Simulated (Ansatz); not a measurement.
**Re (P6_3/mmc): phonon-mediated transition temperature**

Aim: the phonon-mediated transition temperature of Re (P6_3/mmc) at ambient pressure, over a range of μ*. The cell shown first is a relaxed one, from steps not shown here.

Method: DFT PBE, scalar-relativistic, plane waves, PseudoDojo norm-conserving pseudopotentials, in the first sound run; inputs show where later runs differ, in Ansatz 0.2.0.

**1. The cell after earlier relaxation steps**

The structure is hexagonal, space group P6_3/mmc (No. 194). Conventional cell: a = 2.772 Å, b = 2.772 Å, c = 4.489 Å, α = 90.00°, β = 90.00°, γ = 120.00°. Nearest to Re lie 12 Re at 2.76 to 2.77 Å.

**2. Resistivity: PseudoDojo files**

The run that gives the couplings also evaluates McMillan's and Allen and Dynes's formulas and, where asked, the Eliashberg equations, over a range of μ*.

input.yaml reads:

```yaml
crystal:
  lattice:
    - [2.7724346275, 0.0, 0.0]
    - [-1.3862173137, 2.4009988178, 0.0]
    - [0.0, 0.0, 4.4885213951]
  atoms:
    - { symbol: Re, position: [0.3333333333, 0.6666666667, 0.25] }
    - { symbol: Re, position: [0.6666666667, 0.3333333333, 0.75] }
kpoints:
  mp_grid: { grid: [18, 18, 9] }
hamiltonian:
  xc: pbe
  pseudopotentials: { kind: nc, accuracy: standard }
scf:
  occupations: { method: methfessel_paxton, width: 0.2 }
output:
  eigenvalues: true
phonons:
  method: dfpt
  qmesh: [6, 6, 3]
  temperatures: { t_max: 1000, t_step: 50 }
  qpath:
    path:
      - [[0.0, 0.0, 0.0], [0.5, 0.0, 0.0], [0.33333333, 0.33333333, 0.0], [0.0, 0.0, 0.0], [0.0, 0.0, 0.5], [0.5, 0.0, 0.5], [0.33333333, 0.33333333, 0.5], [0.0, 0.0, 0.5]]
      - [[0.5, 0.0, 0.5], [0.5, 0.0, 0.0]]
    npoints: 6
  electrical_resistivity:
    mesh: [24, 24, 12]
    temperatures: [20.0, 50.0, 80.0, 100.0, 150.0, 200.0, 273.0, 300.0, 400.0, 500.0, 600.0, 800.0]
  superconductivity: { mesh: [24, 24, 12], eliashberg_equations: false }
```

The run is started by

```sh
$ ansatz run input.yaml --threads 16 --pin off --max-ram 92160MiB --backend cuda --events-out ev --progress --plain --runs-dir out --max-vram 78GiB
```

Numbers of over 12 decimals in the logs are rounded to 6 here.

What it wrote:

```text
Engine: ansatz 0.2.0, aarch64-unknown-linux-gnu
Pseudopotentials: kind: nc
Pseudopotential: Re, nc, valence charge 15, recommended cutoff 979.609905 eV (normal), Re.nc.azcp (PseudoDojo's, or run here from an input of PseudoDojo's; its table is named by hamiltonian.pseudopotentials.accuracy)
Functional definition: PBE
  parameter kappa = 0.804
  parameter beta = 0.066725
  exchange = pbe_x(kappa = kappa, mu = beta*pi^2/3)
  correlation = pbe_c(beta = beta)
[...]
Crystal: 2 atoms, lattice volume = 29.878 Å³
Basis set: ecut = 979.609905 eV, 2069 PW (Γ), exchange–correlation on 60×60×96 points (8 copies of the dense FFT grid, shifted against one another)
Bands: 19, of which v1, the nominal top of the filled ones, is band 15 counted from 1 (14 counted from 0)
Symmetry: 24 space group operations
k-points: 185 of 2916
Non-local potential: Re, projectors of the file, l = 0: 2, l = 1: 2, l = 2: 2, l = 3: 2
Initial density: superposition of atomic densities (chi_scale 0.1, normalization cell)
Initial wavefunctions: pseudopotential atomic-orbital guess
[...]
Functional: x = pbe(κ = 0.804, μ = 0.219515), c = pbe(β = 0.066725)
SCF iter   1: F=—  HF=-4723.923013 eV  |F-HF|=—  |Δ(HF+E_count)|=         —  Δρ=5.97e-2  dr2=1.01e0  ethr=3.10e-3  ⟨swp⟩=6.1  Hψ=17957  notcnv=0
preconditioner: auto → none  [metal: Δε(μ)=0.008 eV  Ē_g=6.254 eV  σ=0.200 eV  W_gap=0.03  n_scr=8 (ndim 8)  ℏωp=25.4 eV  f_vac=0.000  D(μ)=1.43/eV (n_scr^D=10)  sad-step TF]
SCF iter   2: F=—  HF=-4723.663649 eV  |F-HF|=—  |Δ(HF+E_count)|=   2.59e-1  S|Δr|=    0.00e0  Δρ=3.32e-2  dr2=2.97e-1  ethr=3.10e-3  ⟨swp⟩=2.2  Hψ=6264  notcnv=0
[...]
SCF iter   8: F=-4723.569362 eV  HF=-4723.569362 eV  |F-HF|=9.09e-13  |Δ(HF+E_count)|=  1.06e-10  S|Δr|=    0.00e0  Δρ=1.01e-7  dr2=1.32e-12  ethr=1.00e-12  ⟨swp⟩=12.7  Hψ=33552  notcnv=0
SCF 1 converged in 8 iterations: F = -4723.569362 eV  dr2 = 1.32e-12
[...]
NSCF: frozen V_eff on 185 k-points, pencils in batches of 32, up to order 76
[...]
NSCF: frozen V_eff on 185 k-points
[...]
DFPT response loops at q = (0, 0, 0) (fractional): preconditioner auto → Kerker (q_TF=auto, 2.730 Å⁻¹) (partly filled bands, converged f_vac=0.000); β = 1.00, the filter's whole step (`scf.mixing.beta` (0.50) is not read by the response loops under this deck's `scf.mixing.preconditioner`; to damp them name `kerker` or `kerker_dos`, under which they read `scf.mixing.beta`, and type it under 1.00, their step now; both keys bind the ground state too); Anderson in place of MSR1; while a model of the screening serves, it and β = 1 on shorter waves in the place of filter and β
[...]
NSCF: frozen V_eff on 185 k-points
[...]
DFPT response loops at q = (0, 0, 0.333333) (fractional): mixed as the last ones told, above
[...]
DFPT response loops at q = (0, 0.166667, 0) (fractional): mixed as the last ones told, above
[...]
DFPT response loops at q = (0, 0.166667, 0.333333) (fractional): mixed as the last ones told, above
[...]
DFPT response loops at q = (0, 0.333333, 0) (fractional): mixed as the last ones told, above
[...]
DFPT response loops at q = (0, 0.333333, 0.333333) (fractional): mixed as the last ones told, above
[...]
DFPT response loops at q = (0, -0.5, 0) (fractional): mixed as the last ones told, above
[...]
DFPT response loops at q = (0, -0.5, 0.333333) (fractional): mixed as the last ones told, above
[...]
DFPT response loops at q = (0.166667, 0.166667, 0) (fractional): mixed as the last ones told, above
[...]
DFPT response loops at q = (0.166667, 0.166667, 0.333333) (fractional): mixed as the last ones told, above
[...]
DFPT response loops at q = (0.166667, 0.333333, 0) (fractional): mixed as the last ones told, above
[...]
DFPT response loops at q = (0.166667, 0.333333, 0.333333) (fractional): mixed as the last ones told, above
[...]
DFPT response loops at q = (0.333333, 0.333333, 0) (fractional): mixed as the last ones told, above
[...]
DFPT response loops at q = (0.333333, 0.333333, 0.333333) (fractional): mixed as the last ones told, above
[...]
SCF 2 converged in 8 iterations: F = -4723.569362 eV  dr2 = 1.35e-12
[...]
SCF converged after 8 iterations
[...]
Hall coefficient in a weak field at 50 K (a third of the trace): 2.245e-10 m³/C (as a tensor it moves by 7.9 % between the two finest meshes); by each state's relaxation time: 2.282e-10 m³/C; by a constant relaxation time: 1.433e-10 m³/C
  mean free path at 80 K (of a tensor a third of its trace): 33.4 nm by what each carries, 26.9 by the Fermi surface alone
  Hall coefficient in a weak field at 80 K (a third of the trace): 2.178e-10 m³/C (as a tensor it moves by 7.7 % between the two finest meshes); by each state's relaxation time: 2.134e-10 m³/C; by a constant relaxation time: 1.434e-10 m³/C
  mean free path at 100 K (of a tensor a third of its trace): 21.8 nm by what each carries, 17.9 by the Fermi surface alone
  Hall coefficient in a weak field at 100 K (a third of the trace): 2.164e-10 m³/C (as a tensor it moves by 7.5 % between the two finest meshes); by each state's relaxation time: 2.093e-10 m³/C; by a constant relaxation time: 1.435e-10 m³/C
  mean free path at 150 K (of a tensor a third of its trace): 11.8 nm by what each carries, 9.91 by the Fermi surface alone
  Hall coefficient in a weak field at 150 K (a third of the trace): 2.153e-10 m³/C (as a tensor it moves by 7.4 % between the two finest meshes); by each state's relaxation time: 2.058e-10 m³/C; by a constant relaxation time: 1.438e-10 m³/C
  mean free path at 200 K (of a tensor a third of its trace): 8.23 nm by what each carries, 6.95 by the Fermi surface alone
  Hall coefficient in a weak field at 200 K (a third of the trace): 2.150e-10 m³/C (as a tensor it moves by 7.2 % between the two finest meshes); by each state's relaxation time: 2.048e-10 m³/C; by a constant relaxation time: 1.440e-10 m³/C
  mean free path at 273 K (of a tensor a third of its trace): 5.76 nm by what each carries, 4.88 by the Fermi surface alone
  Hall coefficient in a weak field at 273 K (a third of the trace): 2.146e-10 m³/C (as a tensor it moves by 6.9 % between the two finest meshes); by each state's relaxation time: 2.039e-10 m³/C; by a constant relaxation time: 1.440e-10 m³/C
  mean free path at 300 K (of a tensor a third of its trace): 5.19 nm by what each carries, 4.40 by the Fermi surface alone
  Hall coefficient in a weak field at 300 K (a third of the trace): 2.144e-10 m³/C (as a tensor it moves by 6.8 % between the two finest meshes); by each state's relaxation time: 2.036e-10 m³/C; by a constant relaxation time: 1.440e-10 m³/C
  mean free path at 400 K (of a tensor a third of its trace): 3.79 nm by what each carries, 3.23 by the Fermi surface alone
  Hall coefficient in a weak field at 400 K (a third of the trace): 2.135e-10 m³/C (as a tensor it moves by 6.4 % between the two finest meshes); by each state's relaxation time: 2.026e-10 m³/C; by a constant relaxation time: 1.439e-10 m³/C
  mean free path at 500 K (of a tensor a third of its trace): 2.98 nm by what each carries, 2.54 by the Fermi surface alone
  Hall coefficient in a weak field at 500 K (a third of the trace): 2.127e-10 m³/C (as a tensor it moves by 6.1 % between the two finest meshes); by each state's relaxation time: 2.016e-10 m³/C; by a constant relaxation time: 1.436e-10 m³/C
  mean free path at 600 K (of a tensor a third of its trace): 2.45 nm by what each carries, 2.09 by the Fermi surface alone
  Hall coefficient in a weak field at 600 K (a third of the trace): 2.117e-10 m³/C (as a tensor it moves by 5.9 % between the two finest meshes); by each state's relaxation time: 2.005e-10 m³/C; by a constant relaxation time: 1.432e-10 m³/C
  mean free path at 800 K (of a tensor a third of its trace): 1.80 nm by what each carries, 1.54 by the Fermi surface alone
  Hall coefficient in a weak field at 800 K (a third of the trace): 2.094e-10 m³/C (as a tensor it moves by 5.5 % between the two finest meshes); by each state's relaxation time: 1.980e-10 m³/C; by a constant relaxation time: 1.420e-10 m³/C
  the resistivity times a path that all electrons share, by the Fermi surface of the deck's mesh alone (a third of the trace): 6.270e-16 Ω·m²
  not converged in the mesh (λ; λ_tr; the resistivity at 20 K by 16.73 %; the resistivity at 50 K by 5.49 %; the resistivity at 80 K by 5.28 %; the resistivity at 100 K by 5.40 %; the resistivity at 150 K by 5.71 %; the resistivity at 200 K by 5.81 %; the resistivity at 273 K by 5.75 %; the resistivity at 300 K by 5.70 %; the resistivity at 400 K by 5.35 %; the resistivity at 500 K by 4.91 %; the resistivity at 600 K [...]
  vibrations of 108 cells: unjudged by the run; compare a larger repeat
  the changes of the potential over all sites missed a rigid shift's by 0.00 % (the site terms' by 0.00 %)
  at the force constants' own smearing the fine mesh and the k-points of their solves give squared frequencies that differ by 7.0 % of the larger at the most, at (0.1667, 0.1667, 0)
--- Superconductivity: potentials and phonons of a 6×6×3 supercell ---
  pairing by harmonic phonons, in the closed forms alone; spin fluctuations are left out, and so is spin–orbit coupling
           mesh         λ    ħω_log (meV)  μ* declared at (meV)
       24×24×12    0.7100          14.504               15.960
        12×12×6    0.7259          14.467               15.967
          6×6×3    1.3414          16.421               17.318
  λ by the species' shares of the modes' patterns: Re 0.7100
  transition temperature on the deck's mesh (K), isotropic and anisotropic, restricted to the Fermi surface (FSR) and over the full bandwidth (FBW), and the last with the density of states resolved in a narrower window:
        μ*   McMillan   Allen–Dynes      iso. FSR      iso. FBW    aniso. FSR    aniso. FBW  narrow window
      0.08      7.054         7.329             -             -             -             -              -
      0.10      6.058         6.274             -             -             -             -              -
      0.12      5.119         5.286             -             -             -             -              -
      0.13      4.673         4.819             -             -             -             -              -
      0.14      4.243         4.371             -             -             -             -              -
      0.16      3.439         3.535             -             -             -             -              -
      0.20      2.073         2.123             -             -             -             -              -
  not judged without the Eliashberg equations: between neighbouring meshes, the two finest first, λ moves by 2.24 % and 84.79 %
  vibrations of 108 cells: unjudged by the run; compare a larger repeat
  the changes of the potential over all sites missed a rigid shift's by 0.00 % (the site terms' by 0.00 %)
  at the force constants' own smearing the fine mesh and the k-points of their solves give squared frequencies that differ by 7.0 % of the larger at the most, at (0.1667, 0.1667, 0)
```

It took 2.1 min on 1 × NVIDIA GB200 with 16 threads of Arm Neoverse V2, shared host; peak memory 6.8 GiB; 19 min of CPU time.

Numbers from this step:

- volume per atom: 14.94 Å³/atom
- metallic on mesh: yes
- gap on the k-mesh: 0 eV
- zero point energy: 0.05076 eV/cell
- share of imaginary modes in the plain interpolation between solved wavevectors: 0
- highest frequency, solved or plainly interpolated: 202.3 cm⁻¹
- Debye temperature (second moment): 262 K
- resistivity at 300 K: 14.16 μΩ cm, mean of the axes
- coupling constant λ: 0.71
- density of states at the Fermi level: 0.7529 states/eV a spin and cell
- log mean phonon energy ħω_log: 14.5 meV
- transport coupling constant λ_tr: 0.6438, 0.6438, 0.7395 (xx, yy, zz)
- Drude plasma energy: 6.883, 6.883, 8.582 eV (xx, yy, zz)
- resistivity times mean free path: 7.092, 7.092, 4.626 × 10⁻¹⁶ Ω m² (xx, yy, zz)
- second-moment phonon energy ħω₂: 15.96 meV
- coupling λ by branch: 0.158, 0.156, 0.113, 0.12, 0.0865, 0.0762 (branches by rank of frequency)

Transition temperatures:

| μ* | McMillan Tc (K) | Allen–Dynes Tc (K) |
| --- | --- | --- |
| 0.08 | 7.05 | 7.33 |
| 0.1 | 6.06 | 6.27 |
| 0.12 | 5.12 | 5.29 |
| 0.13 | 4.67 | 4.82 |
| 0.14 | 4.24 | 4.37 |
| 0.16 | 3.44 | 3.54 |
| 0.2 | 2.07 | 2.12 |

**3. Coupling and resistivity: finite displacements**

Finite displacements in a supercell are the other road to force constants and couplings; here with the base functional.

This step: DFT PBE, scalar-relativistic, plane waves, PAW; PAW set soft_1 (Ansatz 0.2.0).

input.yaml, as its differences from that of step 2:

```diff
@@ -2,5 +2,5 @@
   lattice:
-    - [2.7724346275, 0.0, 0.0]
-    - [-1.3862173137, 2.4009988178, 0.0]
-    - [0.0, 0.0, 4.4885213951]
+    - [2.7729740383, 0.0, 0.0]
+    - [-1.3864870191, 2.4014659613, 0.0]
+    - [0.0, 0.0, 4.4891235064]
   atoms:
@@ -12,3 +12,3 @@
   xc: pbe
-  pseudopotentials: { kind: nc, accuracy: standard }
+  pseudopotentials: { kind: paw, azcp: { folder: soft_1 } }
 scf:
@@ -18,4 +18,4 @@
 phonons:
-  method: dfpt
-  qmesh: [6, 6, 3]
+  method: fd
+  supercell: [6, 6, 3]
   temperatures: { t_max: 1000, t_step: 50 }
```

What it wrote:

```text
[...]
Crystal: 216 atoms, lattice volume = 3228.550 Å³
Basis set: ecut = 420 eV, 63015 PW (Γ), exchange–correlation on 240×240×192 points (8 copies of the dense FFT grid, shifted against one another)
Bands: 2052, of which v1, the nominal top of the filled ones, is band 1620 counted from 1 (1619 counted from 0)
Symmetry: 2592 space group operations
k-points: 6 of 27
[...]
SCF iter   1: F=—  HF=-2347768.751785 eV  |F-HF|=—  |Δ(HF+E_count)|=         —  Δρ=6.36e-9  dr2=2.96e-13  ethr=1.00e-12  ⟨swp⟩=3.0  Hψ=30320  notcnv=0
[...]
SCF iter   2: F=-2347768.751785 eV  HF=-2347768.751785 eV  |F-HF|=9.31e-10  |Δ(HF+E_count)|=    0.00e0  S|Δr|=    0.00e0  Δρ=3.63e-9  dr2=1.12e-13  ethr=1.00e-12  ⟨swp⟩=1.0  Hψ=12336  notcnv=0
SCF 1 converged in 2 iterations: F = -2347768.751785 eV  dr2 = 1.12e-13
[...]
Symmetry: 1 space group operations
k-points: 14 of 27 (time reversal used)
[...]
iter 1 solved again at ethr=9.13e-9 eV; its pass at ethr=3.10e-3 eV (dr2=2.96e-4 eV) is discarded
[...]
SCF iter   7: F=-2347768.751742 eV  HF=-2347768.751742 eV  |F-HF|=1.40e-9  |Δ(HF+E_count)|=  4.66e-10  S|Δr|=    0.00e0  Δρ=3.69e-9  dr2=4.40e-13  ethr=1.00e-12  ⟨swp⟩=4.0  Hψ=85292  notcnv=0
SCF 2 converged in 7 iterations: F = -2347768.751742 eV  dr2 = 4.40e-13
[...]
the harmonic batch is taken at displacements of 0.00125 Å and a dr2 threshold of 1.6e-11 eV from here on, in place of 0.0025 Å and 6.3e-11 eV, a step that its levels, its solves or its constants may not bear out (scf.occupations.method, Limitations)
[...]
SCF iter   1: F=—  HF=-2347768.751785 eV  |F-HF|=—  |Δ(HF+E_count)|=         —  Δρ=6.39e-9  dr2=3.02e-13  ethr=1.00e-12  ⟨swp⟩=3.0  Hψ=30320  notcnv=0
SCF iter   2: F=-2347768.751785 eV  HF=-2347768.751785 eV  |F-HF|=0.00e0  |Δ(HF+E_count)|=  4.66e-10  S|Δr|=    0.00e0  Δρ=3.66e-9  dr2=1.09e-13  ethr=1.00e-12  ⟨swp⟩=3.0  Hψ=24164  notcnv=0
SCF 3 converged in 2 iterations: F = -2347768.751785 eV  dr2 = 1.09e-13
[...]
SCF iter   6: F=-2347768.751774 eV  HF=-2347768.751774 eV  |F-HF|=0.00e0  |Δ(HF+E_count)|=  9.31e-10  S|Δr|=    0.00e0  Δρ=1.08e-8  dr2=4.81e-12  ethr=1.00e-12  ⟨swp⟩=3.1  Hψ=100269  notcnv=0
SCF 4 converged in 6 iterations: F = -2347768.751774 eV  dr2 = 4.81e-12
[...]
Crystal: 2 atoms, lattice volume = 29.894 Å³
Basis set: ecut = 420 eV, 579 PW (Γ), exchange–correlation on 40×40×64 points (8 copies of the dense FFT grid, shifted against one another)
Bands: 19, of which v1, the nominal top of the filled ones, is band 15 counted from 1 (14 counted from 0)
[...]
SCF iter   1: F=—  HF=-21738.979924 eV  |F-HF|=—  |Δ(HF+E_count)|=         —  Δρ=6.07e-2  dr2=1.04e0  ethr=3.10e-3  ⟨swp⟩=4.1  Hψ=13677  notcnv=0
[...]
SCF 5 converged in 8 iterations: F = -21738.599554 eV  dr2 = 1.52e-12
[...]
SCF converged after 2 iterations
[...]
vibrations of 108 cells: unjudged by the run; compare a larger repeat
[...]
--- Superconductivity: potentials and phonons of a 6×6×3 supercell ---
[...]
mesh         λ    ħω_log (meV)  μ* declared at (meV)
       24×24×12    0.7183          14.413               15.886
        12×12×6    0.7353          14.363               15.889
          6×6×3    1.3488          16.393               17.284
  λ by the species' shares of the modes' patterns: Re 0.7183
[...]
0.08      7.186         7.472             -             -             -             -              -
      0.10      6.189         6.413             -             -             -             -              -
      0.12      5.246         5.421             -             -             -             -              -
      0.13      4.798         4.951             -             -             -             -              -
      0.14      4.366         4.500             -             -             -             -              -
      0.16      3.555         3.655             -             -             -             -              -
      0.20      2.169         2.222             -             -             -             -              -
[...]
vibrations of 108 cells: unjudged by the run; compare a larger repeat
[...]
```

Wall time 4.2 min (1 × NVIDIA GB200 with 16 threads); peak memory 15 GiB; 20 min of CPU time.

This step gave:

| Item | Value |
| --- | --- |
| volume per atom | 14.95 Å³/atom |
| zero point energy | 0.05062 eV/cell |
| highest frequency, solved or plainly interpolated | 201.6 cm⁻¹ |
| Debye temperature (second moment) | 261 K |
| resistivity at 300 K | 14.22 μΩ cm, mean of the axes |
| coupling constant λ | 0.7183 |
| density of states at the Fermi level | 0.7534 states/eV a spin and cell |
| log mean phonon energy ħω_log | 14.41 meV |
| transport coupling constant λ_tr | 0.65, 0.65, 0.7488 (xx, yy, zz) |
| Drude plasma energy | 6.901, 6.901, 8.592 eV (xx, yy, zz) |
| resistivity times mean free path | 7.067, 7.067, 4.626 × 10⁻¹⁶ Ω m² (xx, yy, zz) |
| second-moment phonon energy ħω₂ | 15.89 meV |
| coupling λ by branch | 0.16, 0.158, 0.114, 0.122, 0.0874, 0.0767 (branches by rank of frequency) |

Transition temperatures:

| μ* | McMillan Tc (K) | Allen–Dynes Tc (K) |
| --- | --- | --- |
| 0.08 | 7.19 | 7.47 |
| 0.1 | 6.19 | 6.41 |
| 0.12 | 5.25 | 5.42 |
| 0.13 | 4.8 | 4.95 |
| 0.14 | 4.37 | 4.5 |
| 0.16 | 3.55 | 3.66 |
| 0.2 | 2.17 | 2.22 |

(Continued in part 2 of 2.)

[Logs are printed without paths, hosts, clocks, repeated set-up lines and the standing remarks that a program may print on its own settings, such as how far it seeks lower states.]

[Hosts, paths, dates, database ids (printed as entryN), source tags and the programs' standing remarks are cut or masked in the printed files.]
